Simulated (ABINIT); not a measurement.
CdF2 (Fm-3m): how ε∞ follows the gap

The empty bands of CdF2 (Fm-3m) are shifted up rigidly by Δ, and ε∞ is computed for each shift.

The structure is cubic, space group Fm-3m (No. 225). The conventional cell has a = 5.388 Å, b = 5.388 Å, c = 5.388 Å, α = 90.00°, β = 90.00°, γ = 90.00°. Cd on site a has 8 F at 2.33 Å as nearest neighbours. Around F on site c lie 4 Cd at 2.33 Å.

Method: ABINIT 10.8.3, PBE, independent particles, k-mesh 11×11×11, Lorentzian half width 0.04 eV.

Launch of the response step: `optic optic.abi`. The series took 77 s in all, its band step included, on 4 threads of Arm Neoverse V2 (shared host).

```
Δ (eV)     ε∞
  0.00      ?
  0.40  2.586
  0.80  2.527
  1.20  2.474
  1.60  2.425
  2.00  2.380
```

With one effective transition at E₀ and fixed dipole strength, ε∞ − 1 = A/(E₀ + Δ), so 1/(ε∞ − 1) is linear in Δ.

Working, on the rows shown:

| x = Δ (eV) | y = 1/(ε∞ − 1) |
| --- | --- |
| 0.4 | 0.630517 |
| 0.8 | 0.654879 |
| 1.2 | 0.678426 |
| 1.6 | 0.701754 |
| 2 | 0.724638 |

Means: x̄ = 1.2, ȳ = 0.67804. Σ(x − x̄)(y − ȳ) = 0.09405, Σ(x − x̄)² = 1.6. Slope = 0.09405 / 1.6 = 0.05878; intercept = ȳ − slope · x̄ = 0.60751. Turned back into ε∞, the line misses the rows shown by at most 0.0013.

**Question.** What does the fit predict for the withheld row, and how well does it do?

**Answer.** At x = 0 the line gives y = 0.60751, that is 2.646. The run gave 2.650, so the extrapolation is off by 0.0039, 1.5 % of the range in the table.

Refitted with all rows, the slope is 0.0593 and the intercept 0.60675. These give E₀ = intercept/slope = 10.2 eV, far above the least direct gap of 3.62 eV: most of the screening comes from transitions well over the edge. Over the first step ε∞ falls by 6 % per eV. Excitons are left out and so are local fields; PBE gaps are as a rule too small. The values come from a sum over the points of one k-mesh and carry its error, which grows as the direct gap shrinks. Spin-orbit coupling is left out.

[Logs are printed without paths, hosts, clocks, repeated set-up lines and the standing remarks that a program may print on its own settings, such as how far it seeks lower states.]
